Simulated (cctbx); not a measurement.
# A crystallographic session in cctbx: SiPt5W

Library: cctbx 2025.11. The data are simulated by the first script.

## 1. Simulate the data

run.py:

```python
from cctbx import adptbx, crystal, miller, sgtbx, xray
from cctbx.array_family import flex
from iotbx.shelx import hklf
from scitbx import matrix
import scitbx.random

cs = crystal.symmetry(unit_cell=(3.954, 3.954, 6.866, 90, 90, 90), space_group_symbol='Hall: -P 4 2')  # P4/mmm
atoms = [  # label, site, U (iso, or U11 U22 U33 U12 U13 U23 in A^2), occupancy
    ("Pt1", (0, 0, 0), 0.0096, 1),
    ("Pt2", (0.5, 0, 0.7001), 0.0114, 1),
    ("W1", (0.5, 0.5, 0), 0.0102, 1),
    ("Si1", (0, 0, 0.5), 0.0222, 1),
]
xs = xray.structure(crystal_symmetry=cs)
for label, site, u, occ in atoms:
    u = adptbx.u_cif_as_u_star(cs.unit_cell(), u) if isinstance(u, tuple) else u
    xs.add_scatterer(xray.scatterer(label, site=site, u=u, occupancy=occ))
xs.set_inelastic_form_factors(0.71073, "sasaki")
xs.show_summary()
p1 = xs.expand_to_p1()
ms = miller.build_set(p1, anomalous_flag=True, d_min=0.7)
flex.set_random_seed(485365)
scitbx.random.set_random_seed(485365)
ms = ms.select(flex.random_double(ms.size()) < 0.8)
i = ms.structure_factors_from_scatterers(p1, algorithm="direct").f_calc().as_intensity_array().data()
i = i * 70000 / flex.max(i)
sig = flex.sqrt(i + flex.pow2(0.04 * i) + 15 ** 2)
noise = scitbx.random.variate(scitbx.random.normal_distribution())(i.size())
data = ms.array(data=i + sig * noise, sigmas=sig).set_observation_type_xray_intensity()
with open("data.hkl", "w") as f:
    data.export_as_shelx_hklf(f)
print("reflections written:", data.size(), " <I/sigma> = %.1f" % flex.mean(data.data() / data.sigmas()))
for h, a, b in list(data.sort("data"))[:12]:
    print("%4d%4d%4d %9.1f %7.1f" % (h + (a, b)))
```

```console
$ python run.py
```

```text
Number of scatterers: 4
At special positions: 4
Unit cell: (3.954, 3.954, 6.866, 90, 90, 90)
Space group: P 4/m m m (No. 123)
reflections written: 1038  <I/sigma> = 10.3
  -2   0   0   74066.0  2812.5
   0  -2   0   73665.7  2812.5
   2   0   0   69244.2  2812.5
   0   2   0   69045.7  2812.5
  -1  -1  -2   60296.2  2325.0
  -1  -1   2   58988.6  2325.0
   1   1  -2   58578.3  2325.0
  -1   1   2   56999.7  2325.0
  -1   1  -2   56956.7  2325.0
   1  -1  -2   55199.9  2325.0
   0   0  -3   52362.9  2163.6
   2   2   0   52034.0  1940.0
```

Run time: 0.34 s on 1 thread of Arm Neoverse N1, with other jobs on the host, peak memory 0.07 GiB.

## 2. Symmetry

run.py:

```python
from cctbx import crystal, sgtbx, statistics
from cctbx.array_family import flex
from iotbx.shelx import hklf

p1 = crystal.symmetry(unit_cell=(3.954, 3.954, 6.866, 90, 90, 90), space_group_symbol="P 1")
raw = hklf.reader(file_name="data.hkl").as_miller_arrays(crystal_symmetry=p1, anomalous=True)[0]
print(raw.size(), "reflections to d = %.3f A" % raw.d_min())
isig = raw.data() / raw.sigmas()
print("centring   violations  <I/sigma> of those")
best = "P"
for c in "ABCIRF":
    a = raw.customized_copy(space_group_info=sgtbx.space_group_info("Hall: %s 1" % c)).sys_absent_flags().data()
    m = flex.mean(isig.select(a))
    print("%5s %10d of %5d %8.1f" % (c, (isig.select(a) > 4).count(True), a.count(True), m))
    if (isig.select(a) > 4).count(True) < 0.01 * a.count(True):
        best = c
raw = raw.select(~raw.customized_copy(space_group_info=sgtbx.space_group_info("Hall: %s 1" % best)).sys_absent_flags().data())
isig = raw.data() / raw.sigmas()
rows = []
for s in sgtbx.space_group_symbol_iterator():
    g = sgtbx.space_group(s)
    if g.conventional_centring_type_symbol() != best or not g.is_compatible_unit_cell(p1.unit_cell(), 1e-3, 0.02):
        continue
    rows.append((s, g))
print("Laue class    unique    Rint  (classes that these axes allow; Friedel mates merged)")
rint = {}
for s, g in rows:
    laue = g.build_derived_patterson_group()
    key = laue.type().hall_symbol()
    if key not in rint:
        m = raw.customized_copy(space_group_info=laue.info(), anomalous_flag=False).merge_equivalents()
        rint[key] = m.r_int()
        print("%-14s %6d %7.3f" % (laue.type().lookup_symbol(), m.array().size(), m.r_int()))
floor = min(rint.values())
good = [(s, g) for s, g in rows if rint[g.build_derived_patterson_group().type().hall_symbol()] < 2 * floor + 0.03]
top = max(g.build_derived_patterson_group().order_z() for s, g in good)
print("space group    extra absences  I>4sigma  <I/sigma>")
for s, g in good:
    laue = g.build_derived_patterson_group()
    if laue.order_z() != top:
        continue
    a = raw.customized_copy(space_group_info=g.info()).sys_absent_flags().data()
    a &= ~raw.customized_copy(space_group_info=laue.info()).sys_absent_flags().data()
    bad = (isig.select(a) > 4).count(True)
    if bad <= 0.03 * a.count(True):
        print("%-16s %8d %10d %9s  %s" % (s.universal_hermann_mauguin(), a.count(True), bad, "%.1f" % flex.mean(isig.select(a)) if a.count(True) else "-", "centric" if g.is_centric() else "acentric"))
laue = max(good, key=lambda t: t[1].build_derived_patterson_group().order_z())[1].build_derived_patterson_group()
f = raw.customized_copy(space_group_info=laue.info(), anomalous_flag=False).merge_equivalents().array().eliminate_sys_absent().f_sq_as_f()
f.set_observation_type_xray_amplitude()
bins = max(3, min(8, f.size() // 12))
f.setup_binner(n_bins=bins)
w = statistics.wilson_plot(f, {e: n / laue.order_z() for e, n in {'Pt': 5.0, 'W': 1.0, 'Si': 1.0}.items()}, e_statistics=True)
print("Wilson B = %.2f A^2   <|E^2-1|> = %.3f (0.968 centric, 0.736 acentric)   E^2>4: %.1f %%" % (w.wilson_b, w.mean_e_sq_minus_1, w.percent_e_sq_gt_2))
print("shell (A)         n   <I/sigma>")
m = raw.customized_copy(space_group_info=laue.info(), anomalous_flag=False).merge_equivalents().array().eliminate_sys_absent()
for b in m.setup_binner(n_bins=bins).range_used():
    sel = m.binner().selection(b)
    print("%5.2f - %4.2f %6d %8.1f" % (min(m.binner().bin_d_range(b)[0] if m.binner().bin_d_range(b)[0] > 0 else 99, 99), m.binner().bin_d_range(b)[1], sel.count(True), flex.mean((m.data() / m.sigmas()).select(sel))))
```

```console
$ python run.py
```

```text
1038 reflections to d = 0.700 A
centring   violations  <I/sigma> of those
    A        265 of   534      9.9
    B        261 of   515     10.1
    C         12 of   535      0.8
    I        261 of   523     10.4
    R        341 of   691     10.3
    F        269 of   792      6.9
Laue class    unique    Rint  (classes that these axes allow; Friedel mates merged)
P -1              627   0.023
P 1 2/m 1         368   0.027
P 1 1 2/m         353   0.026
P 2/m 1 1         369   0.028
P m m m           222   0.029
P 4/m             182   0.031
P 4/m m m         129   0.031
space group    extra absences  I>4sigma  <I/sigma>
P 4 2 2                 0          0         -  acentric
P 4 m m                 0          0         -  acentric
P -4 2 m                0          0         -  acentric
P -4 m 2                0          0         -  acentric
P 4/m m m               0          0         -  centric
Wilson B = 1.30 A^2   <|E^2-1|> = 1.071 (0.968 centric, 0.736 acentric)   E^2>4: 4.0 %
shell (A)         n   <I/sigma>
 6.87 - 1.40     23     29.1
 1.40 - 1.11     17     36.1
 1.11 - 0.97     16     27.7
 0.97 - 0.88     17     29.7
 0.88 - 0.82     14     30.9
 0.82 - 0.77     16     27.5
 0.77 - 0.73     14     29.6
 0.73 - 0.70     12     17.6
```

Time: 0.49 s.

## 3. Patterson map

run.py:

```python
from cctbx import crystal, maptbx
from iotbx.shelx import hklf

cs = crystal.symmetry(unit_cell=(3.954, 3.954, 6.866, 90, 90, 90), space_group_symbol='Hall: -P 4 2')  # P4/mmm
raw = hklf.reader(file_name="data.hkl").as_miller_arrays(crystal_symmetry=cs, anomalous=True)[0]
merged = raw.eliminate_sys_absent().merge_equivalents()
fo2 = merged.array().set_observation_type_xray_intensity()
f = fo2.average_bijvoet_mates().f_sq_as_f()
pm = f.patterson_map(symmetry_flags=maptbx.use_space_group_symmetry, sharpening=False, resolution_factor=0.25)
peaks = pm.peak_search(parameters=maptbx.peak_search_parameters(min_distance_sym_equiv=0.4, max_clusters=14)).all()
top = peaks.heights()[0]
print("Patterson group", f.patterson_symmetry().space_group_info())
print("      u       v       w   height  length (A)")
for x, h in zip(peaks.sites(), peaks.heights()):
    y = [t - round(t) for t in x]
    print("%7.3f %7.3f %7.3f %8.1f %8.2f" % (x + (1000 * h / top, cs.unit_cell().length(y))))
```

```console
$ python run.py
```

```text
Patterson group P 4/m m m
      u       v       w   height  length (A)
  0.000   0.000   0.000   1000.0     0.00
  0.500   0.500   0.000    996.7     2.80
  0.000   0.500   0.300    654.6     2.86
  0.000   0.000   0.398    312.3     2.73
  0.500   0.500   0.398    312.1     3.91
  0.116   0.223   0.054      7.4     1.06
  0.277   0.383   0.054      7.3     1.91
  0.000   0.118   0.135      5.9     1.04
  0.000   0.198   0.500      5.9     3.52
  0.382   0.500   0.135      5.8     2.66
  0.302   0.500   0.500      5.8     4.14
  0.000   0.302   0.202      5.2     1.83
  0.198   0.500   0.202      5.1     2.54
  0.000   0.221   0.077      5.1     1.02
```

Time: 0.35 s.

## 4. Charge flipping

run.py:

```python
import itertools
from cctbx import crystal, maptbx
from cctbx.array_family import flex
from iotbx.shelx import hklf
from smtbx.ab_initio import charge_flipping as cf

cs = crystal.symmetry(unit_cell=(3.954, 3.954, 6.866, 90, 90, 90), space_group_symbol='Hall: -P 4 2')  # P4/mmm
raw = hklf.reader(file_name="data.hkl").as_miller_arrays(crystal_symmetry=cs, anomalous=True)[0]
merged = raw.eliminate_sys_absent().merge_equivalents()
fo2 = merged.array().set_observation_type_xray_intensity()
f = fo2.average_bijvoet_mates().f_sq_as_f().resolution_filter(d_min=0.8)
p1 = f.expand_to_p1()
p1.setup_binner_counting_sorted(reflections_per_bin=max(40, p1.size() // 12))
work = p1.array(data=p1.data() / p1.amplitude_quasi_normalisations().data())
flex.set_random_seed(46488)
it = cf.weak_reflection_improved_iterator(delta=None, weak_reflection_fraction=0.2)
it.start(work, phases=flex.random_double(p1.size()) * 6.2832, f_000=0)
it.delta = 0.9 * it.rho_map.sigma()
print("cycle      R  skewness")
for n, st in enumerate(itertools.islice(it, 100)):
    if n % 8 == 0:
        print("%5d %6.3f %8.2f" % (n, st.r1_factor(), st.rho_map.skewness()))
rho = p1.phase_transfer(it.f_calc).fft_map().apply_volume_scaling()
polish = cf.low_density_elimination_iterator(constant_rho_c=rho.sigma())
polish.start(f_obs=p1, phases=it.f_calc, f_000=0)
for _ in range(8):
    next(polish)
print("origin shift          correlation  skewness")
maps = []
for fc, shift, cc in itertools.islice(cf.f_calc_symmetrisations(f, polish.f_calc, 0), 4):
    m = f.phase_transfer(fc).fft_map(symmetry_flags=maptbx.use_space_group_symmetry, resolution_factor=0.25).apply_sigma_scaling()
    maps.append((m.skewness(), cc, m))
    print("%6.3f %6.3f %6.3f %10.3f %9.2f" % (tuple(shift) + (cc, m.skewness())))
skew, cc, m = max((t for t in maps if t[1] > maps[0][1] - 0.04), key=lambda t: t[0])
print("taken: symmetry correlation %.3f, skewness %.2f" % (cc, skew))
peaks = m.peak_search(parameters=maptbx.peak_search_parameters(min_distance_sym_equiv=0.9, max_clusters=9)).all()
sps = cs.special_position_settings(min_distance_sym_equiv=0.5)
print("peak      x       y       z  mult  height/sigma")
for k, (x, h) in enumerate(zip(peaks.sites(), peaks.heights())):
    ss = sps.site_symmetry(x)
    print("Q%-3d %7.4f %7.4f %7.4f %4d %8.1f" % ((k + 1,) + tuple(t % 1 for t in ss.exact_site()) + (ss.multiplicity(), h)))
```

```console
$ python run.py
```

```text
cycle      R  skewness
    0  0.817     0.26
    8  0.630     1.05
   16  0.645     1.29
   24  0.629     1.39
   32  0.616     1.27
   40  0.619     1.35
   48  0.612     1.30
   56  0.630     1.40
   64  0.637     1.46
   72  0.611     1.70
   80  0.609     1.71
   88  0.613     1.60
   96  0.587     1.50
origin shift          correlation  skewness
 0.189  0.643  0.169      0.997      6.22
 0.189  0.143  0.169      0.997      6.21
 0.203  0.130  0.468      0.982      6.18
 0.203  0.630  0.468      0.982      6.18
taken: symmetry correlation 0.997, skewness 6.22
peak      x       y       z  mult  height/sigma
Q1    0.0000  0.5000  0.5000    2     12.4
Q2    0.0000  0.0000  0.1986    2     11.9
Q3    0.5000  0.5000  0.1981    2     11.4
Q4    0.0000  0.5000  0.2142    4      1.1
Q5    0.2507  0.2507  0.0000    4      0.6
Q6    0.2357  0.5000  0.1382    8      0.6
Q7    0.0000  0.2084  0.5000    4      0.5
Q8    0.0000  0.5000  0.3611    4      0.5
Q9    0.1450  0.1450  0.3153    8      0.5
```

Time: 0.44 s.

## 5. Refinement (model from the peaks)

run.py:

```python
import math
from cctbx import adptbx, crystal, maptbx, sgtbx, xray
from cctbx.array_family import flex
from cctbx.xray import observations
from iotbx.shelx import hklf
from scitbx.lstbx import normal_eqns_solving
from smtbx import absolute_structure, utils
from smtbx.refinement import constraints, least_squares

cs = crystal.symmetry(unit_cell=(3.954, 3.954, 6.866, 90, 90, 90), space_group_symbol='Hall: -P 4 2')  # P4/mmm
atoms = [  # label, site, U (iso, or U11 U22 U33 U12 U13 U23 in A^2), occupancy
    ("Pt1", (0, 0.5, 0.5), 0.0200, 1),
    ("Pt2", (0, 0, 0.1986), 0.0200, 1),
]
xs = xray.structure(crystal_symmetry=cs)
for label, site, u, occ in atoms:
    u = adptbx.u_cif_as_u_star(cs.unit_cell(), u) if isinstance(u, tuple) else u
    xs.add_scatterer(xray.scatterer(label, site=site, u=u, occupancy=occ))
xs.set_inelastic_form_factors(0.71073, "sasaki")
raw = hklf.reader(file_name="data.hkl").as_miller_arrays(crystal_symmetry=cs, anomalous=True)[0]
merged = raw.eliminate_sys_absent().merge_equivalents()
fo2 = merged.array().set_observation_type_xray_intensity()
print("Rint %.3f, %d unique reflections to %.2f A" % (merged.r_int(), fo2.size(), fo2.d_min()))
for sc in xs.scatterers():
    sc.flags.set_grad_site(True)
    sc.flags.set_grad_u_aniso(sc.flags.use_u_aniso())
    sc.flags.set_grad_u_iso(sc.flags.use_u_iso())
obs = fo2.as_xray_observations()
extra = {}
rep = constraints.reparametrisation(xs, [], utils.connectivity_table(xs), **extra)
ls = least_squares.crystallographic_ls(obs, rep, weighting_scheme=least_squares.mainstream_shelx_weighting(a=0, b=0))
print("cycle     R1     wR2    GooF  max shift (A)")
for cycle in range(6):
    ls.build_up()
    r1, wr2, goof = ls.r1_factor(cutoff_factor=2)[0], ls.wR2(), ls.goof()
    old = xs.sites_cart()
    normal_eqns_solving.levenberg_marquardt_iterations(ls, n_max_iterations=3, tau=0.0001, step_threshold=1e-7)
    big = flex.max((xs.sites_cart() - old).norms())
    print("%4d %7.4f %7.4f %7.3f %9.5f" % (cycle + 1, r1, wr2, goof, big))
    ls.build_up(objective_only=True)
    if abs(ls.wR2() - wr2) < 5e-5 and big < 5e-4:
        break
ls.build_up()
print("final R1 %.4f wR2 %.4f GooF %.3f  parameters %d  data/parameter %.1f" % (ls.r1_factor(cutoff_factor=2)[0], ls.wR2(), ls.goof(), ls.n_parameters, fo2.size() / ls.n_parameters))
cov = ls.covariance_matrix_and_annotations()
su = dict(zip(cov.annotations, (math.sqrt(max(v, 0)) for v in cov.matrix.matrix_packed_u_diagonal())))
a2 = cs.unit_cell().reciprocal_parameters()[0] ** -2
print("atom        x        y        z      Ueq    occ   su(xyz)  su(Uiso or U11)")
for sc in xs.scatterers():
    s = max(su.get(sc.label + k, 0) for k in (".x", ".y", ".z"))
    npd = "" if sc.is_positive_definite_u(cs.unit_cell()) else "  NPD"
    print("%-5s %8.5f %8.5f %8.5f %8.4f %6.3f %8.5f %7.4f%s" % ((sc.label,) + sc.site + (sc.u_iso_or_equiv(cs.unit_cell()), sc.occupancy, s, su.get(sc.label + ".uiso", su.get(sc.label + ".u11", 0) * a2), npd)))
fo = fo2.f_sq_as_f()
fc = fo.structure_factors_from_scatterers(xs, algorithm="direct").f_calc()
diff = fo.f_obs_minus_f_calc(1 / math.sqrt(ls.scale_factor()), fc).average_bijvoet_mates()
m = diff.fft_map(symmetry_flags=maptbx.use_space_group_symmetry, resolution_factor=0.25).apply_volume_scaling()
print("difference map: max %.2f min %.2f rms %.2f" % (m.statistics().max(), m.statistics().min(), m.statistics().sigma()))
peaks = m.peak_search(parameters=maptbx.peak_search_parameters(min_distance_sym_equiv=0.6, max_clusters=7)).all()
near = xs.closest_distances(peaks.sites(), distance_cutoff=4)
sps = cs.special_position_settings(min_distance_sym_equiv=0.5)
for k, (x, h) in enumerate(zip(peaks.sites(), peaks.heights())):
    ss = sps.site_symmetry(x)
    print("Q%-3d %7.4f %7.4f %7.4f %4d %7.2f  %.2f A from %s" % ((k + 1,) + tuple(t % 1 for t in ss.exact_site()) + (ss.multiplicity(), h, near.smallest_distances[k], xs.scatterers()[near.i_seqs[k]].label)))
```

```console
$ python run.py
```

```text
Rint 0.031, 129 unique reflections to 0.70 A
cycle     R1     wR2    GooF  max shift (A)
   1  0.8941  0.9911  39.722   0.02758
   2  0.7843  0.9495  38.055   0.02205
   3  0.7447  0.9190  36.830   0.00650
   4  0.7106  0.8678  34.781   0.11787
   5  0.7019  0.8307  33.294   0.66011
   6  0.6983  0.8273  33.155   0.38072
final R1 0.6986 wR2 0.8272 GooF 33.153  parameters 3  data/parameter 43.0
atom        x        y        z      Ueq    occ   su(xyz)  su(Uiso or U11)
Pt1    0.00000  0.50000  0.50000   0.0015  1.000  0.00000  0.0059
Pt2    0.00000  0.00000  0.03802   1.0000  1.000  0.73503  1.0164
difference map: max 942.99 min -160.81 rms 56.19
Q1    0.0000  0.5000  0.5000    2  942.99  0.00 A from Pt1
Q2    0.5000  0.5000  0.1993    2  585.03  2.86 A from Pt1
Q3    0.0000  0.0000  0.1994    2  583.43  1.11 A from Pt2
Q4    0.0000  0.5000  0.1049    4  252.63  2.03 A from Pt2
Q5    0.0000  0.0000  0.0000    1   50.59  0.26 A from Pt2
Q6    0.1540  0.2972  0.4540   16   26.33  1.06 A from Pt1
Q7    0.3242  0.3242  0.2429    8   24.04  2.29 A from Pt1
```

Time: 0.67 s.

Figures of merit this high mean that the model is still wrong or incomplete.

## 6. Charge flipping

run.py, as its changes from the last script of this kind:

```diff
@@ -13,3 +13,2 @@
-p1.setup_binner_counting_sorted(reflections_per_bin=max(40, p1.size() // 12))
-work = p1.array(data=p1.data() / p1.amplitude_quasi_normalisations().data())
-flex.set_random_seed(46488)
+work = p1
+flex.set_random_seed(46489)
@@ -20,2 +19,2 @@
-for n, st in enumerate(itertools.islice(it, 100)):
-    if n % 8 == 0:
+for n, st in enumerate(itertools.islice(it, 200)):
+    if n % 16 == 0:
```

```console
$ python run.py
```

```text
cycle      R  skewness
    0  0.833     0.26
   16  0.520     4.51
   32  0.479     4.42
   48  0.461     4.31
   64  0.441     4.26
   80  0.463     4.15
   96  0.460     4.24
  112  0.462     4.12
  128  0.459     4.10
  144  0.478     4.21
  160  0.435     3.98
  176  0.459     3.94
  192  0.453     4.04
origin shift          correlation  skewness
-0.013  0.577  0.243      0.868      5.57
-0.013  0.077  0.243      0.868      5.57
 0.418  0.601  0.239      0.862      3.94
 0.428  0.126  0.471      0.852      2.15
taken: symmetry correlation 0.868, skewness 5.57
peak      x       y       z  mult  height/sigma
Q1    0.0000  0.0000  0.0000    1     14.9
Q2    0.5000  0.5000  0.0000    1     14.7
Q3    0.0000  0.5000  0.3073    4      7.9
Q4    0.5000  0.5000  0.3768    2      3.4
Q5    0.0000  0.0000  0.3801    2      3.3
Q6    0.3628  0.3628  0.1197    8      1.1
Q7    0.1405  0.1405  0.1179    8      1.0
Q8    0.2512  0.2512  0.5000    4      0.9
Q9    0.0000  0.2146  0.2766    8      0.9
```

Run time: 0.48 s on 1 thread of Arm Neoverse N1, with other jobs on the host, peak memory 0.07 GiB.

[Logs are printed without paths, hosts, clocks, repeated set-up lines and the standing remarks that a program may print on its own settings, such as how far it seeks lower states.]
